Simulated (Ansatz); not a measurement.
**MgPbS3 (model cell, started as cubic perovskite with Pb in the octahedra): following an unstable mode**

Aim: this structure of MgPbS3 (model cell, started as cubic perovskite with Pb in the octahedra) is to be tested for unstable modes, and one is followed downhill.

Main program and level: Ansatz 0.2.0; DFT PBEsol, scalar-relativistic, plane waves, PAW; PAW set soft_1.

Report form: the programs' logs are mostly left out.

The structure was built from a prototype and need not be the compound's stable phase.

**1. The structure**

It takes space group Pm-3m (No. 221, cubic). The conventional cell has a = 5.069 Å, b = 5.069 Å, c = 5.069 Å, α = 90.00°, β = 90.00°, γ = 90.00°. Nearest to Mg lie 12 S at 3.58 Å. Nearest to Pb lie 6 S at 2.53 Å. Nearest to S lie 2 Pb at 2.53 Å. Farther neighbours and most contacts between anions are not listed.

**2. Phonons on a q mesh**

The cell comes from relaxations at this level that are not shown. Stability and thermal properties need the whole zone. Linear response on a 2×2×2 q mesh gives force constants as far as a supercell of that size would.

input.yaml

```yaml
crystal:
  lattice:
    - [5.0694638885, 0.0, 0.0]
    - [0.0, 5.0694638885, 0.0]
    - [0.0, 0.0, 5.0694638885]
  atoms:
    - { symbol: Mg, position: [0.0, 0.0, 0.0] }
    - { symbol: Pb, position: [0.5, 0.5, 0.5] }
    - { symbol: S, position: [0.5, 0.5, 0.0] }
    - { symbol: S, position: [0.5, 0.0, 0.5] }
    - { symbol: S, position: [0.0, 0.5, 0.5] }
kpoints:
  mp_grid: { grid: [8, 8, 8] }
hamiltonian:
  xc: pbesol
  pseudopotentials: { kind: paw, azcp: { folder: soft_1 }, xc_functional: pbe }
scf:
  occupations: { method: methfessel_paxton, width: 0.2 }
output:
  eigenvalues: true
phonons:
  method: dfpt
  qmesh: [2, 2, 2]
  temperatures: { t_max: 1000, t_step: 50 }
  qpath:
    path:
      - [[0.0, 0.0, 0.0], [0.0, 0.5, 0.0], [0.5, 0.5, 0.0], [0.0, 0.0, 0.0], [0.5, 0.5, 0.5], [0.0, 0.5, 0.0]]
      - [[0.5, 0.5, 0.5], [0.5, 0.5, 0.0]]
    npoints: 10
```

Command:

```bash
ansatz run input.yaml --threads 8 --pin off --max-ram 16384MiB --backend cpu --events-out ev --progress --plain --runs-dir out
```

It took 2.2 min on 8 threads of Arm Neoverse V1, shared host; peak memory 1.4 GiB; 16 min of CPU time.

This step gave:

| Item | Value |
| --- | --- |
| volume per atom | 26.06 Å³ |
| gap on the k-mesh | 0 eV |
| sum-rule residual before enforcement | 3.22e-5 eV/Å² |
| lowest frequency on the path | -204.4 cm⁻¹ |
| point group | m-3m |
| highest frequency on the path or at a solved wavevector | 374.2 cm⁻¹ |
| highest optical mode at the zone centre (no LO-TO term) | 358.1 cm⁻¹ |
| lowest optical zone-centre mode | -199.2 cm⁻¹ |
| lowest mode on the q mesh (acoustic modes at Γ apart) | -204.4 cm⁻¹ |

Frequencies (cm⁻¹) solved at each irreducible wavevector; negative means imaginary. Frequencies by wavevector, by row:

```csv
q in reciprocal lattice units,star,mode 1,mode 2,mode 3,mode 4,mode 13,mode 14,mode 15
0 0 0,1,-199.2,-199.2,-199.2,-191.1,358.1,358.1,358.1
0 0 -0.5,3,-201.2,-191.4,-191.4,-137.7,329.6,359.7,359.7
0 -0.5 -0.5,3,-204.4,-204.4,-185.6,-141.8,312.1,348.9,360.8
-0.5 -0.5 -0.5,1,-200.1,-200.1,-200.1,-190.9,310.8,310.8,374.2
```

Interpolated from a 2×2×2 q mesh. The phonon branches at the labelled points (cm⁻¹):

```csv
point,branch 1,branch 2,branch 3,branch 4,branch 12,branch 13,branch 14,branch 15
Γ,-199,-199,-199,-191,3,358,358,358
halfway,-196,-195,-195,-177,90,345,359,359
X,-201,-191,-191,-138,132,330,360,360
halfway,-203,-190,-183,-177,133,324,353,360
M,-204,-204,-186,-142,134,312,349,361
halfway,-199,-190,-186,-184,94,337,354,360
Γ,-199,-199,-199,-191,3,358,358,358
halfway,-196,-196,-188,-169,97,337,337,364
R,-200,-200,-200,-191,134,311,311,374
halfway,-197,-190,-188,-186,133,321,337,367
X,-201,-191,-191,-138,132,330,360,360
jump to R,-200,-200,-200,-191,134,311,311,374
halfway,-201,-201,-188,-179,134,312,329,370
M,-204,-204,-186,-142,134,312,349,361
```

Symmetry leaves 4 wavevectors to solve. The lowest mode among them, the acoustic zeros apart, lies at q = (0, -0.5, -0.5) and is imaginary, 204.4i cm⁻¹, so the energy falls along it.

**3. The mode frozen in, largest atomic shift 0 Å**

The mode followed lies at q = (0, -0.5, -0.5) with frequency 204.4i cm⁻¹ and is 2-fold degenerate, the softest among the wavevectors solved. At small amplitude the distorted cell has space group no. 65 by a symmetry search on the positions. The undistorted cell that holds it gives the zero of energy on the same k mesh.

System of this step: MgPbS3 (model cell, started as cubic perovskite with Pb in the octahedra). It takes space group Pm-3m (No. 221, cubic). The conventional cell has a = 5.069 Å, b = 5.069 Å, c = 5.069 Å, α = 90.00°, β = 90.00°, γ = 90.00°. Nearest to Mg lie 12 S at 3.58 Å. Nearest to Pb lie 6 S at 2.53 Å. Nearest to S lie 2 Pb at 2.53 Å. Nearest to S lie 2 Pb at 2.53 Å. Farther neighbours and most contacts between anions are not listed.

input.yaml

```yaml
crystal:
  lattice:
    - [-5.0694638885, 0.0, 0.0]
    - [0.0, -5.0694638885, -5.0694638885]
    - [0.0, -5.0694638885, 5.0694638885]
  atoms:
    - { symbol: Mg, position: [1.0, 0.5, 0.5] }
    - { symbol: Mg, position: [1.0, 0.0, 0.0] }
    - { symbol: Pb, position: [0.5, 0.0, 0.5] }
    - { symbol: Pb, position: [0.5, 0.5, 0.0] }
    - { symbol: S, position: [0.5, 0.25, 0.25] }
    - { symbol: S, position: [0.5, 0.75, 0.75] }
    - { symbol: S, position: [0.5, 0.75, 0.25] }
    - { symbol: S, position: [0.5, 0.25, 0.75] }
    - { symbol: S, position: [1.0, 0.0, 0.5] }
    - { symbol: S, position: [1.0, 0.5, 0.0] }
kpoints:
  mp_grid: { grid: [8, 6, 6] }
hamiltonian:
  xc: pbesol
  pseudopotentials: { kind: paw, azcp: { folder: soft_1 }, xc_functional: pbe }
scf:
  occupations: { method: methfessel_paxton, width: 0.2 }
output:
  forces: true
  stress: true
  eigenvalues: true
```

The job ended after 5.7 s (8 threads; peak memory 1.1 GiB).

Numbers from this step:

| Property | Result |
| --- | --- |
| pressure | 0.1149 GPa |
| energy from the undistorted cell | 0 meV/atom |

The run ends at a pressure of 0.11 GPa.

**4. The mode frozen in, largest atomic shift 0.6 Å**

The atoms are moved along the unstable eigenvector, the largest shift by 0.6 Å, with the cell fixed.

input.yaml, the sections that differ from step 3:

```yaml
crystal:
  lattice:
    - [-5.0694638885, 0.0, 0.0]
    - [0.0, -5.0694638885, -5.0694638885]
    - [0.0, -5.0694638885, 5.0694638885]
  atoms:
    - { symbol: Mg, position: [1.0, 0.4408221448, 0.5591778552] }
    - { symbol: Mg, position: [1.0, 0.0591778552, -0.0591778552] }
    - { symbol: Pb, position: [0.5, -0.0021618453, 0.4978381547] }
    - { symbol: Pb, position: [0.5, 0.5021618453, 0.0021618453] }
    - { symbol: S, position: [0.5, 0.25, 0.25] }
    - { symbol: S, position: [0.5, 0.75, 0.75] }
    - { symbol: S, position: [0.5, 0.75, 0.25] }
    - { symbol: S, position: [0.5, 0.25, 0.75] }
    - { symbol: S, position: [1.0, 0.0564064877, 0.5564064877] }
    - { symbol: S, position: [1.0, 0.4435935123, -0.0564064877] }
# kpoints, hamiltonian, scf, output: as in step 3
```

Wall time 8.7 s (8 threads); peak memory 1.2 GiB; 66 s of CPU time.

Numbers from this step:

| Quantity | Value |
| --- | --- |
| pressure | 0.6391 GPa |
| energy from the undistorted cell | -218.9 meV/atom |

The energy, extrapolated to zero smearing, is -218.89 meV/atom against the undistorted cell.

The run ends at a pressure of 0.64 GPa, with forces up to 1.3 eV/Å.

**5. Energy along the mode, all amplitudes (two of the runs are shown above)**

An imaginary frequency means negative curvature, so the energy should fall and then rise again as anharmonic terms take over.

Numbers from this step:

| Item | Value |
| --- | --- |
| depth at the lowest point sampled | 218.9 meV/atom |
| largest atomic shift at that point | 0.6 Å |

The energy from the parent by largest atomic shift:

```csv
largest atomic shift (Å),energy from the parent (meV/atom)
0.000,0
0.040,-1.25
0.080,-4.97
0.140,-15.1
0.220,-36.6
0.320,-75.0
0.450,-139
0.600,-219
```

Displacement at unit largest shift by atom:

```
atom  x (Å)  y (Å)  z (Å)  size
 Mg1   0.00   0.00   1.00  1.00
 Mg2   0.00   0.00  -1.00  1.00
 Pb3   0.00   0.04   0.00  0.04
 Pb4   0.00  -0.04   0.00  0.04
  S5   0.00   0.00   0.00  0.00
  S6   0.00   0.00   0.00  0.00
  S7   0.00   0.00   0.00  0.00
  S8   0.00   0.00   0.00  0.00
  S9   0.00  -0.95   0.00  0.95
 S10   0.00   0.95   0.00  0.95
```

The lowest of the steps tried is the last one, at 0.6 Å, 219 meV/atom below the parent; the bottom of the well need not coincide with a step.

**6. Relaxation from the frozen mode**

Starting from the lowest point found, all atoms and the cell are let go, so that strain and other modes of the same symmetry can join in.

input.yaml: that of step 4 with these lines changed.

```diff
@@ -27 +27,6 @@
   eigenvalues: true
+relax:
+  adjacent_minimum: "off"
+  f_tol: 0.002
+  max_steps: 120
+  cell: { stress_tol: 0.03 }
```

Elapsed: 76 s, on 8 threads; peak memory 1.3 GiB.

The steps of the relaxation:

```
step  energy less that of the first step (eV)  largest force component (eV/Å)  pressure (GPa)  volume (Å³)
   1                                   0.0000                          1.2759            0.64       260.57
   2                                  -0.7541                          0.8450           -0.10       269.78
   3                                  -0.9551                          0.4963            1.30       271.43
   4                                  -0.9971                          0.1988           -0.54       280.34
   5                                  -1.0114                          0.0483           -0.04       278.28
   6                                  -1.0122                          0.0167            0.05       277.96
   7                                  -1.0124                          0.0110            0.03       278.27
   8                                  -1.0125                          0.0004            0.00       278.51
  9*                                  -1.0147                          0.0005            0.01       278.51
```

Relaxation steps marked * repeat the geometry before them on a plane-wave basis chosen anew for their cell, so energy and pressure can jump there.

The run keeps the 8 symmetry operations that it works with, so distortions that break them were not tested.

```csv
"conventional cell, symmetrised",before,after,change
a (Å),10.139,10.408,+2.7 %
b (Å),10.139,10.601,+4.6 %
c (Å),5.069,5.048,-0.4 %
volume (Å³/atom),26.06,27.85,+6.9 %
```

The atoms that moved most (Å, as changes of fractional coordinates times the final cell):

```
atom     dx      dy      dz  length
 Mg1  0.000   0.000   0.455   0.455
 Mg2  0.000   0.000  -0.455   0.455
 S10  0.000   0.153   0.000   0.153
  S9  0.000  -0.153   0.000   0.153
 Pb3  0.000   0.079   0.000   0.079
 Pb4  0.000  -0.079   0.000   0.079
```

Numbers from this step:

- pressure: 0.005938 GPa
- volume per atom: 27.85 Å³

The distorted start has space group Cmmm; the relaxation ends in Cmmm.

**7. The new phase in its own primitive cell**

The relaxed structure is symmetrised, reduced to its primitive cell and relaxed tightly, as its phonons need.

input.yaml, the sections that differ from step 6:

```yaml
crystal:
  lattice:
    - [5.2041205095, -5.3004700068, 0.0]
    - [5.2041205095, 5.3004700068, 0.0]
    - [0.0, 0.0, 5.0482965802]
  atoms:
    - { symbol: Mg, position: [0.1470791707, 0.1470791707, 0.0] }
    - { symbol: Mg, position: [0.8529208293, 0.8529208293, 0.0] }
    - { symbol: Pb, position: [0.2595874798, 0.7404125202, 0.5] }
    - { symbol: Pb, position: [0.7404125202, 0.2595874798, 0.5] }
    - { symbol: S, position: [0.5, 0.0, 0.5] }
    - { symbol: S, position: [0.0, 0.5, 0.5] }
    - { symbol: S, position: [0.5, 0.5, 0.5] }
    - { symbol: S, position: [0.0, 0.0, 0.5] }
    - { symbol: S, position: [0.1791383357, 0.8208616643, 0.0] }
    - { symbol: S, position: [0.8208616643, 0.1791383357, 0.0] }
kpoints:
  mp_grid: { grid: [6, 6, 8] }
relax:
  adjacent_minimum: "off"
  f_tol: 0.001
  max_steps: 60
  cell: { stress_tol: 0.01 }
# hamiltonian, scf, output: as in step 6
```

It took 22 s on 8 threads; peak memory 1.3 GiB.

Little changed from the start: no atom moved by 0.005 Å and no cell edge by 0.1 %.

Numbers from this step:

```
pressure : 0.005937 GPa
```

The largest force component left is 0.50 meV/Å and the pressure is 0.006 GPa, within the tolerances set. The cell now holds 27.85 Å³/atom.

**8. Modes of the new phase, k-mesh 6×6×8**

A relaxed structure may still be a saddle point, so its zone-centre modes are computed. No field response is asked, since the mesh shows no gap.

input.yaml: that of step 7 with these lines changed.

```diff
@@ -24,9 +24,4 @@
 output:
-  forces: true
-  stress: true
   eigenvalues: true
-relax:
-  adjacent_minimum: "off"
-  f_tol: 0.001
-  max_steps: 60
-  cell: { stress_tol: 0.01 }
+phonons:
+  method: dfpt
```

The job ended after 6.7 min (8 threads; peak memory 4.3 GiB).

This step gave:

```yaml
sum_rule_residual_before_enforcement: 4.42e-5 eV/Å²
point_group: mmm
highest_optical_mode_at_the_zone_centre_no_lo_to_term: 346.7 cm⁻¹
lowest_optical_zone_centre_mode: -164.2 cm⁻¹
```

Patterns of degenerate modes are one choice out of their space. The modes at Γ (shares of kinetic energy by element, %) (negative means imaginary):

```csv
mode,frequency (cm⁻¹),symmetry,Mg %,Pb %,S %
1,-164.2,B1u,74,0,26
2,-141.8,B3u,0,1,98
3,-135.6,B2u,10,2,88
4,-132.6,B3u,6,1,93
5,-127.7,B2g,100,0,0
6,-109.9,Au,0,0,100
7,-92.7,B1u,6,9,85
8,-80.5,B1u,0,2,98
9,0.0,acoustic,7,63,29
10,0.0,acoustic,7,63,29
11,0.0,acoustic,7,63,29
12,19.8,B3u,0,2,98
13,32.2,B3g,0,92,8
14,58.5,B3u,33,25,42
15,63.0,B1g,37,16,48
16,77.7,B1u,13,20,67
17,81.6,B2u,30,26,44
18,113.3,Ag,2,95,2
19,119.3,B1g,6,84,9
20,169.6,Ag,48,5,47
21,211.3,B2u,7,0,93
22,239.2,B2u,0,3,96
23,255.0,B3u,41,3,56
24,286.4,B2u,1,5,94
25,287.7,B3g,0,8,92
26,296.8,B3u,13,4,83
27,297.3,B1g,57,0,43
28,305.4,B1u,0,6,94
29,331.5,Ag,49,0,51
30,346.7,B2u,44,0,56
```

Displacements in mode 1 (-164.2 cm⁻¹), the largest set to 1:
```
Mg1  0.00  0.00  1.00
Mg2  0.00  0.00  1.00
Pb3  0.00  0.00  0.01
Pb4  0.00  0.00  0.01
S5   0.00  0.00 -0.41
S6   0.00  0.00 -0.41
S7   0.00  0.00 -0.13
S8   0.00  0.00 -0.41
S9   0.00  0.00 -0.11
S10  0.00  0.00 -0.11
```

Displacements in mode 25 (287.7 cm⁻¹), the largest set to 1:
```
Mg1  0.00  0.00  0.00
Mg2  0.00  0.00  0.00
Pb3  0.00  0.00  0.11
Pb4  0.00  0.00 -0.11
S5   0.00  0.00  0.00
S6   0.00  0.00  0.00
S7   0.00  0.00  0.00
S8   0.00  0.00  0.00
S9   0.00  0.00 -1.00
S10  0.00  0.00  1.00
```

Before it was imposed, the acoustic sum rule was missed by 4.4e-5 eV/Å². Small misses are needed for a sound result but don't prove that mesh and cutoff are converged. The lowest optical mode is imaginary, 164.2i cm⁻¹, so the energy falls along it.

**9. What came out**

```json
{
 "unstable mode of the parent": "q = (0, -0.5, -0.5), 204i cm⁻¹",
 "depth at the lowest point sampled": "219 meV/atom",
 "largest atomic shift at that point": "0.6 Å",
 "space group reached (within 0.01 Å)": "Cmmm",
 "energy gained over the parent (first relaxation, on the mesh of the frozen mode)": "321 meV/atom",
 "volume per atom, phase reached": "27.9 Å³",
 "lowest optical zone-centre mode, phase reached": "-164 cm⁻¹",
 "highest optical mode at the zone centre (no LO-TO term), phase reached": "347 cm⁻¹"
}
```

**Reading.** Along this mode the structure falls into Cmmm, 321 meV/atom below the parent. At the parent's cell the well is 218.9 meV/atom deep on the steps tried, with its lowest point at a shift of 0.6 Å. That is the last step tried, so the steps alone don't bracket the bottom of the well. Relaxing atoms and cell changes the gain by +101.80 meV/atom against the lowest step (energies at zero smearing). The new phase still has an imaginary mode at the zone centre of its cell, so it is a saddle point on the way to a lower structure. Of the 4 patterns followed to their end from this parent, this one ends 350 meV/atom above the lowest, P4_2/mmc. Each path keeps the symmetry of its pattern, so a lower phase may lie along a pattern not tried. With no gap, or one that is small against the smearing, the frequencies hang on the k mesh and the smearing, most of all near Kohn anomalies. A semilocal functional can close a gap that the real compound would have, so the metallic treatment may be an artefact of the level. Spin-orbit coupling is left out, which can matter for the heavy elements here. The PAW files were made for PBE and serve the other functionals too. The starting cell was built on a prototype and not taken from a measurement, so the phase need not exist.

[Logs are printed without paths, hosts, clocks, repeated set-up lines and the standing remarks that a program may print on its own settings, such as how far it seeks lower states.]

[Hosts, paths, dates, database ids (printed as entryN), source tags and the programs' standing remarks are cut or masked in the printed files.]
